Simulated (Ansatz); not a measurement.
# Mg on Mo(100): change of the work function, part 3 of 4

Wanted: Δφ(θ) for Mg/Mo(100), starting from the hollow site.

Ansatz 0.2.0; plane-wave DFT, PBE, Ansatz PAW.

So far, work function, upper face (eV): step 2 (the clean slab) 3.83; step 3 (37 atoms, coverage 0.111 ML, cell 3x3) 3.77.

### 4. Adsorbate added, k-mesh 6×6×1, coverage 0.25 ML

System of this step: Mg/Mo(100). The cell holds 17 atoms: 16 Mo and 1 Mg. Cell: a = 6.300 Å, b = 6.300 Å, c = 24.666 Å, α = 90.0°, β = 90.0°, γ = 90.0°. Vacuum lies along c.

Another coverage, to see how the dipoles act on each other as their distance changes.

File input.yaml:

```yaml
crystal:
  lattice:
    - [6.3, 0.0, 0.0]
    - [0.0, 6.3, 0.0]
    - [0.0, 0.0, 24.6655322503]
  atoms:
    - { symbol: Mo, position: [0.25, 0.25, 0.3648816457] }
    - { symbol: Mo, position: [0.0, 0.0, 0.4287359337] }
    - { symbol: Mo, position: [0.25, 0.25, 0.495305421] }
    - { symbol: Mo, position: [0.0, 0.0, 0.5513295289] }
    - { symbol: Mo, position: [0.25, 0.75, 0.3648816457] }
    - { symbol: Mo, position: [0.0, 0.5, 0.4287359337] }
    - { symbol: Mo, position: [0.25, 0.75, 0.495305421] }
    - { symbol: Mo, position: [0.0, 0.5, 0.5513295289] }
    - { symbol: Mo, position: [0.75, 0.25, 0.3648816457] }
    - { symbol: Mo, position: [0.5, 0.0, 0.4287359337] }
    - { symbol: Mo, position: [0.75, 0.25, 0.495305421] }
    - { symbol: Mo, position: [0.5, 0.0, 0.5513295289] }
    - { symbol: Mo, position: [0.75, 0.75, 0.3648816457] }
    - { symbol: Mo, position: [0.5, 0.5, 0.4287359337] }
    - { symbol: Mo, position: [0.75, 0.75, 0.495305421] }
    - { symbol: Mo, position: [0.5, 0.5, 0.5513295289] }
    - { symbol: Mg, position: [0.25, 0.25, 0.6351183543] }
kpoints:
  mp_grid: { grid: [6, 6, 1] }
hamiltonian:
  xc: pbe
scf:
  occupations: { method: fermi_dirac, width: 0.1 }
  convergence: { dr2_threshold: 1.0e-08 }
efield:
  axis: 3
  dipole_correction: true
  ramp_position: 0.97
  ramp_width: 0.06
relax:
  f_tol: 0.02
  max_steps: 60
  constraints: [{ sites: [0, 1, 4, 5, 8, 9, 12, 13] }]
output:
  dos: { projected: true, e_range: [-8, 4] }
  write_potential: true
  write_density: true
  volumetric_format: npy
  elf: true
```

Run with:

```bash
$ ansatz run input.yaml --threads 4 --pin off --max-ram 16384MiB --backend cpu --events-out ev --progress --plain --runs-dir out
```

Numbers of over 12 decimals in the logs are rounded to 6 here.

What it wrote:

```text
[...]
Crystal: 17 atoms, lattice volume = 978.975 Å³
Basis set: ecut = 420 eV, 19167 PW (Γ), exchange–correlation on 90×90×360 points (8 copies of the dense FFT grid, shifted against one another)
Bands: 141, of which v1, the nominal top of the filled ones, is band 117 counted from 1 (116 counted from 0)
Symmetry: 8 space group operations
[...]
k-points: 10 of 36
[...]
SCF iter   1: F=—  HF=-81204.265191 eV  |F-HF|=—  |Δ(HF+E_count)|=         —  Δρ=7.75e-3  dr2=2.21e0  ethr=1.77e-3  p=0.187 e·Å  D=3.45e-2 V/Å  ΔV_dip=-0.85 eV  dr2_dipole=4.87e-1  V_vac-E_F(+/−)=3.39/4.24 eV  ⟨swp⟩=9.0  Hψ=6638  notcnv=0
[...]
SCF iter  10: F=-81204.122785 eV  HF=-81204.122785 eV  |F-HF|=9.04e-9  |Δ(HF+E_count)|=   2.55e-8  Δρ=5.67e-7  dr2=5.23e-9  ethr=4.27e-12  p=0.087 e·Å  D=1.61e-2 V/Å  ΔV_dip=-0.40 eV  dr2_dipole=7.46e-11  V_vac-E_F(+/−)=3.47/3.87 eV  ⟨swp⟩=12.1  Hψ=10334  notcnv=0
SCF 1 converged in 10 iterations: F = -81204.122785 eV  dr2 = 5.23e-9
[...]
relax step   1: F+E_penalty+E_count = -81204.12278491 eV  Δ(F+E_penalty+E_count) = +0.000e0 eV  max|allowed force component| = 6.591e-1 eV/Å  Δτ_max = 0.0000 Å  (10 SCF iters, accepted)
[...]
SCF iter   1: F=—  HF=-81204.264820 eV  |F-HF|=—  |Δ(HF+E_count)|=         —  Δρ=3.78e-3  dr2=3.75e-1  ethr=1.17e-4  p=0.087 e·Å  D=1.61e-2 V/Å  ΔV_dip=-0.40 eV  dr2_dipole=5.89e-2  V_vac-E_F(+/−)=3.47/3.87 eV  ⟨swp⟩=2.0  Hψ=4784  notcnv=0
[...]
eigensolver tolerance schedule calibrated: the retry pair's looser diagonalisation under-reported the residual by θ = 0.27 (0.19/decade); ethr = c·dr2/N_el runs at the constant in force after the calibration composes with the one it found (an armed cap, an earlier calibration), c = 2.7e-2
[...]
SCF iter   2: F=—  HF=-81204.247940 eV  |F-HF|=—  |Δ(HF+E_count)|=   1.69e-2  Δρ=1.77e-3  dr2=7.08e-2  ethr=4.38e-5  p=0.074 e·Å  D=1.37e-2 V/Å  ΔV_dip=-0.34 eV  dr2_dipole=6.74e-4  V_vac-E_F(+/−)=3.53/3.87 eV  ⟨swp⟩=2.9  Hψ=2612  notcnv=0
[...]
SCF iter   9: F=-81204.240993 eV  HF=-81204.240993 eV  |F-HF|=9.66e-9  |Δ(HF+E_count)|=   1.04e-7  Δρ=7.14e-7  dr2=9.69e-9  ethr=1.17e-12  p=0.066 e·Å  D=1.22e-2 V/Å  ΔV_dip=-0.30 eV  dr2_dipole=2.43e-11  V_vac-E_F(+/−)=3.57/3.87 eV  ⟨swp⟩=8.1  Hψ=10908  notcnv=0
SCF 2 converged in 9 iterations: F = -81204.240993 eV  dr2 = 9.69e-9
relax step   2: F+E_penalty+E_count = -81204.24099263 eV  Δ(F+E_penalty+E_count) = -1.182e-1 eV  max|allowed force component| = 3.309e-1 eV/Å  Δτ_max = 0.1641 Å  (9 SCF iters, accepted)
SCF iter   1: F=—  HF=-81204.279951 eV  |F-HF|=—  |Δ(HF+E_count)|=         —  Δρ=3.27e-3  dr2=1.60e-1  ethr=2.03e-3  p=0.066 e·Å  D=1.22e-2 V/Å  ΔV_dip=-0.30 eV  dr2_dipole=4.21e-4  V_vac-E_F(+/−)=3.58/3.88 eV  ⟨swp⟩=4.4  Hψ=3206  notcnv=0
[...]
SCF iter  10: F=-81204.271144 eV  HF=-81204.271144 eV  |F-HF|=5.20e-9  |Δ(HF+E_count)|=   2.72e-8  Δρ=4.04e-7  dr2=3.51e-9  ethr=4.27e-12  p=0.044 e·Å  D=8.21e-3 V/Å  ΔV_dip=-0.20 eV  dr2_dipole=6.49e-12  V_vac-E_F(+/−)=3.67/3.87 eV  ⟨swp⟩=11.4  Hψ=10236  notcnv=0
SCF 3 converged in 10 iterations: F = -81204.271144 eV  dr2 = 3.51e-9
relax step   3: F+E_penalty+E_count = -81204.27114393 eV  Δ(F+E_penalty+E_count) = -3.015e-2 eV  max|allowed force component| = 1.776e-1 eV/Å  Δτ_max = 0.1996 Å  (10 SCF iters, accepted)
[...]
relax step   4: F+E_penalty+E_count = -81204.27765399 eV  Δ(F+E_penalty+E_count) = -6.510e-3 eV  max|allowed force component| = 2.690e-2 eV/Å  Δτ_max = 0.0632 Å  (9 SCF iters, accepted)
SCF iter   1: F=—  HF=-81204.278973 eV  |F-HF|=—  |Δ(HF+E_count)|=         —  Δρ=5.35e-4  dr2=1.54e-2  ethr=5.13e-6  p=0.050 e·Å  D=9.19e-3 V/Å  ΔV_dip=-0.23 eV  dr2_dipole=3.03e-3  V_vac-E_F(+/−)=3.64/3.87 eV  ⟨swp⟩=2.1  Hψ=2334  notcnv=0
[...]
SCF iter   8: F=-81204.278017 eV  HF=-81204.278017 eV  |F-HF|=4.95e-10  |Δ(HF+E_count)|=   1.53e-8  Δρ=3.75e-7  dr2=3.29e-9  ethr=4.27e-12  p=0.050 e·Å  D=9.18e-3 V/Å  ΔV_dip=-0.23 eV  dr2_dipole=2.87e-10  V_vac-E_F(+/−)=3.64/3.87 eV  ⟨swp⟩=10.7  Hψ=9647  notcnv=0
SCF 5 converged in 8 iterations: F = -81204.278017 eV  dr2 = 3.29e-9
relax step   5: F+E_penalty+E_count = -81204.27801697 eV  Δ(F+E_penalty+E_count) = -3.630e-4 eV  max|allowed force component| = 1.434e-2 eV/Å  Δτ_max = 0.0059 Å  (8 SCF iters, accepted)
[...]
SCF converged after 8 iterations
Free energy (F): -81204.278017 eV
[...]
Internal energy: -81203.595103 eV  (E = F + TS)
E sigma→0 (E₀):  -81203.936560 eV
Entropy (-TS):   -0.682914 eV (-40.171 meV/atom)
Fermi energy:    2.802458 eV
Dipole field:    D = 0.009169 V/Å  (p = 0.049607 e·Å, saw-weighted, corrected)
Work function:   Φ+ = 3.6444 eV   Φ− = 3.8706 eV
[...]
--- Forces (eV/Å), atoms counted from 1 ---
  atom   1  Mo     0.00000000     0.00000000     1.75148291
  atom   2  Mo     0.11203984     0.11203984    -1.63195765
  atom   3  Mo     0.00000000     0.00000000     0.00633706
  atom   4  Mo    -0.00592986    -0.00592986     0.00408530
  atom   5  Mo     0.00000000     0.00000000     1.59682360
  atom   6  Mo     0.11203984    -0.11203984    -1.63195765
  atom   7  Mo    -0.00000000     0.00000000     0.00433772
  atom   8  Mo    -0.00592986     0.00592986     0.00408530
  atom   9  Mo     0.00000000     0.00000000     1.59682360
  atom  10  Mo    -0.11203984     0.11203984    -1.63195765
  atom  11  Mo     0.00000000    -0.00000000     0.00433772
  atom  12  Mo     0.00592986    -0.00592986     0.00408530
  atom  13  Mo     0.00000000    -0.00000000     1.54296270
  atom  14  Mo    -0.11203984    -0.11203984    -1.63195765
  atom  15  Mo     0.00000000    -0.00000000     0.01433579
  atom  16  Mo     0.00592986     0.00592986     0.00408530
  atom  17  Mg    -0.00000000    -0.00000000    -0.00588595
  max |Σ_I F_I| component: 6.58e-5 eV/Å
--- Band table (eV; the first three rows and the last of 10) ---
  k-point 0: bands = [... 113 lower, 2.5335, 2.5335, 2.7673, 3.2141, 3.2141, 3.3101, 3.5918, 3.7234, ... 20 higher]
  k-point 1: bands = [... 113 lower, 2.6300, 2.7027, 2.8743, 2.9302, 3.0535, 3.0959, 3.3320, 3.5575, ... 20 higher]
  k-point 2: bands = [... 113 lower, 2.5946, 2.6285, 2.7809, 2.8034, 2.9464, 2.9620, 3.1966, 3.2034, ... 20 higher]
  k-point 9: bands = [... 113 lower, 2.3143, 2.3493, 2.5124, 2.6328, 2.6438, 2.6438, 2.6493, 2.7863, ... 20 higher]
--- Relaxed structure (5 steps of the walk, 5 accepted, 0 SCFs on fresh bases) ---
  F+E_penalty+E_count = -81204.27801697 eV   max|allowed force component| = 1.434e-2 eV/Å
  atoms:
    - { symbol: Mo, position: [0.250000, 0.250000, 0.3648816457] }
    - { symbol: Mo, position: [0.0, 0.0, 0.4287359337] }
    - { symbol: Mo, position: [0.250000, 0.250000, 0.496150] }
    - { symbol: Mo, position: [-0.010155, -0.010155, 0.552024] }
    - { symbol: Mo, position: [0.250000, 0.750000, 0.3648816457] }
    - { symbol: Mo, position: [0.0, 0.500000, 0.4287359337] }
    - { symbol: Mo, position: [0.250000, 0.750000, 0.495106] }
    - { symbol: Mo, position: [-0.010155, 0.510155, 0.552024] }
    - { symbol: Mo, position: [0.750000, 0.250000, 0.3648816457] }
    - { symbol: Mo, position: [0.500000, 0.0, 0.4287359337] }
    - { symbol: Mo, position: [0.750000, 0.250000, 0.495106] }
    - { symbol: Mo, position: [0.510155, -0.010155, 0.552024] }
    - { symbol: Mo, position: [0.750000, 0.750000, 0.3648816457] }
    - { symbol: Mo, position: [0.500000, 0.500000, 0.4287359337] }
    - { symbol: Mo, position: [0.750000, 0.750000, 0.492970] }
    - { symbol: Mo, position: [0.510155, 0.510155, 0.552024] }
    - { symbol: Mg, position: [0.250000, 0.250000, 0.622733] }
```

The job ended after 3.7 min (4 threads of Arm Neoverse V1, shared host; peak memory 3.4 GiB).

Step by step:

```
step  energy less that of the first step (eV)  largest force component (eV/Å)
   1                                   0.0000                          0.6591
   2                                  -0.1182                          0.3309
   3                                  -0.1484                          0.1776
   4                                  -0.1549                          0.0269
   5                                  -0.1552                          0.0143
```

The run keeps the 8 symmetry operations that it works with, so distortions that break them were not tested.

The atoms that moved most (Å):

```
atom      dx      dy      dz  length
Mg17   0.000   0.000  -0.306   0.306
Mo16   0.064   0.064   0.017   0.092
Mo12   0.064  -0.064   0.017   0.092
 Mo8  -0.064   0.064   0.017   0.092
 Mo4  -0.064  -0.064   0.017   0.092
Mo15   0.000   0.000  -0.058   0.058
 Mo3   0.000   0.000   0.021   0.021
```

Final coordinates:

```xyz
17
Lattice="6.3000 0.0000 0.0000 0.0000 6.3000 0.0000 0.0000 0.0000 24.6655" Properties=species:S:1:pos:R:3
Mo    1.5750    1.5750    9.0000
Mo    0.0000    0.0000   10.5750
Mo    1.5750    1.5750   12.2378
Mo   -0.0640   -0.0640   13.6160
Mo    1.5750    4.7250    9.0000
Mo    0.0000    3.1500   10.5750
Mo    1.5750    4.7250   12.2121
Mo   -0.0640    3.2140   13.6160
Mo    4.7250    1.5750    9.0000
Mo    3.1500    0.0000   10.5750
Mo    4.7250    1.5750   12.2121
Mo    3.2140   -0.0640   13.6160
Mo    4.7250    4.7250    9.0000
Mo    3.1500    3.1500   10.5750
Mo    4.7250    4.7250   12.1594
Mo    3.2140    3.2140   13.6160
Mg    1.5750    1.5750   15.3600
```

Numbers from this step:

```
energy at zero smearing        : -81203.9366 eV
work function, upper face      : 3.644 eV
work function, lower face      : 3.871 eV
dipole along the normal        : 0.04961 e·Å
step between the vacuum levels : -0.2262 eV
```

The density of states has structure finer than the step of the table below, so its rows give means over 0.25 eV, whole bins alone (the curve runs from -8 to 1.74 eV). Peaks (eV: height): -3.070: 45.4, -2.980: 41.7, -2.410: 37.9, -2.350: 37.6, -0.570: 38.4, -0.420: 47.3, 1.500: 37.5.

Table of density of states by energy, zero at the Fermi level; means over each step:

```
energy (eV)  density of states (states/eV a cell)
      -6.50                                     0
      -6.25                               0.00930
      -6.00                                  1.12
      -5.75                                  1.33
      -5.50                                  1.50
      -5.25                                  1.64
      -5.00                                  2.04
      -4.75                                  4.73
      -4.50                                  8.44
      -4.25                                  17.3
      -4.00                                  19.2
      -3.75                                  15.4
      -3.50                                  14.5
      -3.25                                  25.4
      -3.00                                  28.6
      -2.75                                  21.0
      -2.50                                  27.9
      -2.25                                  22.8
      -2.00                                  18.7
      -1.75                                  19.8
      -1.50                                  16.0
      -1.25                                  19.6
      -1.00                                  15.5
      -0.75                                  21.5
      -0.50                                  35.1
      -0.25                                  27.7
       0.00                                  19.9
       0.25                                  13.1
       0.50                                  15.7
       0.75                                  15.6
       1.00                                  20.0
       1.25                                  23.9
       1.50                                  29.7
```

Projected DOS per atom over height of the atomic layer and energy from the Fermi level. Layers: Mo4 Mo4 Mo4 Mo4 Mg from below.

Values in states/eV, 22 rows by 5 columns, each cell a mean:
```
2.20 1.51 1.39 1.46 0.21
1.41 1.21 1.25 1.27 0.14
1.37 0.78 0.63 0.90 0.13
1.28 0.64 0.45 1.22 0.31
2.73 0.89 0.73 1.93 0.22
2.40 0.90 0.69 2.58 0.26
1.32 0.71 0.76 1.23 0.27
1.13 0.85 0.85 1.06 0.26
1.37 1.19 1.07 1.25 0.45
1.30 1.67 1.80 1.49 0.20
1.14 1.99 1.87 1.11 0.11
1.15 1.65 1.48 1.05 0.10
0.42 1.19 1.44 0.84 0.16
0.45 1.33 1.59 0.87 0.40
0.12 0.44 0.61 0.28 0.03
0.05 0.15 0.17 0.08 0.02
0.04 0.12 0.13 0.06 0.02
0.03 0.07 0.08 0.04 0.01
0.00 0.00 0.00 0.00 0.00
0.00 0.00 0.00 0.00 0.00
0.00 0.00 0.00 0.00 0.00
0.00 0.00 0.00 0.00 0.00
```
Columns: height of the atomic layer (Å) from 9 to 15.4 (not evenly spaced); rows upwards: energy from the Fermi level (eV) from -7.96 to 1.75.

Valence density in the ca plane at fractional y = 0.250, with atoms of Mo and Mg within 0.2 Å of it. It is the smooth field of the valence electrons, not physical close to the nuclei.

Values in units of 1e0 e/Å³, 9 rows by 16 columns, each cell a mean:
```
0.0 0.1 0.5 0.4 0.2 0.4 0.4 0.2 0.1 0.0 0.0 0.0 0.0 0.0 0.0 0.0
0.0 0.3 4.1 1.6 0.3 3.3 2.4 0.2 0.0 0.0 0.0 0.0 0.0 0.0 0.0 0.0
0.0 0.4 4.9 2.0 0.3 4.0 3.0 0.2 0.0 0.0 0.0 0.0 0.0 0.0 0.0 0.0
0.0 0.1 0.9 0.5 0.3 0.7 0.6 0.2 0.1 0.0 0.0 0.0 0.0 0.0 0.0 0.0
0.0 0.1 0.2 0.3 0.2 0.3 0.3 0.2 0.1 0.0 0.0 0.0 0.0 0.0 0.0 0.0
0.0 0.2 1.8 0.8 0.3 1.4 1.1 0.2 0.5 0.6 0.0 0.0 0.0 0.0 0.0 0.0
0.0 0.4 5.5 2.3 0.3 4.3 3.5 0.2 6.7 8.0 0.0 0.0 0.0 0.0 0.0 0.0
0.0 0.2 2.7 1.1 0.3 2.1 1.7 0.2 1.2 1.4 0.0 0.0 0.0 0.0 0.0 0.0
0.0 0.1 0.3 0.3 0.2 0.3 0.3 0.2 0.1 0.1 0.0 0.0 0.0 0.0 0.0 0.0
```
Columns run along c (16.0 Å, from fractional 0.26 to 0.91 of the cell), rows up along a (6.3 Å). Atoms in or near the plane, at fractional coordinates: Mo at (0.36, 0.25), Mo at (0.50, 0.25), Mo at (0.36, 0.75), Mo at (0.50, 0.75), Mg at (0.62, 0.25).

ELF in the ca plane at fractional y = 0.250, with atoms of Mo and Mg within 0.2 Å of it. It is the smooth field of the valence electrons, not physical close to the nuclei.

Values, 9 rows by 16 columns, each cell a mean:
```
0.09 0.18 0.26 0.34 0.40 0.27 0.30 0.37 0.39 0.45 0.29 0.07 0.01 0.00 0.00 0.00
0.04 0.17 0.63 0.42 0.31 0.55 0.48 0.33 0.28 0.16 0.05 0.01 0.00 0.00 0.00 0.00
0.04 0.18 0.62 0.44 0.29 0.56 0.50 0.32 0.28 0.13 0.04 0.01 0.00 0.00 0.00 0.00
0.08 0.16 0.32 0.33 0.39 0.29 0.30 0.37 0.35 0.37 0.21 0.05 0.00 0.00 0.00 0.00
0.11 0.23 0.26 0.38 0.38 0.32 0.36 0.39 0.49 0.59 0.58 0.24 0.03 0.00 0.00 0.00
0.06 0.15 0.46 0.36 0.38 0.39 0.36 0.41 0.23 0.18 0.63 0.45 0.08 0.00 0.00 0.00
0.03 0.18 0.59 0.45 0.27 0.54 0.51 0.27 0.25 0.28 0.50 0.54 0.11 0.01 0.00 0.00
0.05 0.16 0.57 0.38 0.36 0.47 0.43 0.38 0.22 0.19 0.59 0.49 0.09 0.01 0.00 0.00
0.11 0.22 0.25 0.36 0.39 0.30 0.34 0.41 0.46 0.51 0.64 0.29 0.04 0.00 0.00 0.00
```
Columns run along c (16.0 Å, from fractional 0.26 to 0.91 of the cell), rows up along a (6.3 Å). Atoms in or near the plane, at fractional coordinates: Mo at (0.36, 0.25), Mo at (0.50, 0.25), Mo at (0.36, 0.75), Mo at (0.50, 0.75), Mg at (0.62, 0.25).

Electrostatic potential energy in the ca plane at fractional y = 0.250, with atoms of Mo and Mg within 0.2 Å of it. With pseudopotentials it is smooth inside the atoms' cores, unlike the true potential.

Ten even steps from '0' (-67 eV) to '9' (7 eV), each cell a mean:
```
99999999999999999999999999999999999999999999
99999876789999866789999999999999999999999999
99998621368998521379999999999999999999999999
99997400048997200158999999999999999999999999
99998400048997200158999999999999999999999999
99998621369998521379999999999999999999999999
99999876789999876789999999999999999999999999
99999999999999999999999999999999999999999999
99999999999999999999999999999999999999999999
99999988899999988899999988999999999999999999
99998753579998744589999867899999999999999999
99998510158998400168998512689999999999999999
99997300048997200048997300589999999999999999
99998510158998400168998512689999999999999999
99999754579999744589999877899999999999999999
99999988899999988899999999999999999999999999
99999999999999999999999999999999999999999999
```
Columns run along c (16.0 Å, from fractional 0.26 to 0.91 of the cell; values clipped at the 3rd and 97th percentile), rows up along a (6.3 Å). Atoms in or near the plane, at fractional coordinates: Mo at (0.36, 0.25), Mo at (0.50, 0.25), Mo at (0.36, 0.75), Mo at (0.50, 0.75), Mg at (0.62, 0.25).

The relaxation took 5 steps and lowered the energy by 0.16 eV; the largest force on the free atoms ends at 0.014 eV/Å.

By hand: a sheet of dipoles makes a step −p/(ε₀A) in the electron's potential. With e/ε₀ = 180.95 V·Å, p = 0.04961 e·Å and A = 39.69 Å², that is −180.95 × (0.04961) / 39.69 = -0.226 eV, and the two vacuum levels of the run differ by -0.226 eV.

The covered face has 3.64 eV, -0.19 eV against the clean one; the bare back face has moved by +0.01 eV, a measure of how thin the slab is.

(Continued in part 4 of 4.)

[Logs are printed without paths, hosts, clocks, repeated set-up lines and the standing remarks that a program may print on its own settings, such as how far it seeks lower states.]

[Hosts, paths, dates, database ids (printed as entryN), source tags and the programs' standing remarks are cut or masked in the printed files.]

[Maps of the electrostatic potential energy from Ansatz leave out the sawtooth potential of an applied field or a dipole correction, so their vacuum need not be flat; planar profiles and work functions include it.]

[The density of states shown here was stored with 400 of the rows of the run's finer table, so its peaks can read low, often by over a quarter, or be missed, and its means over a window can be off by a tenth or more.]
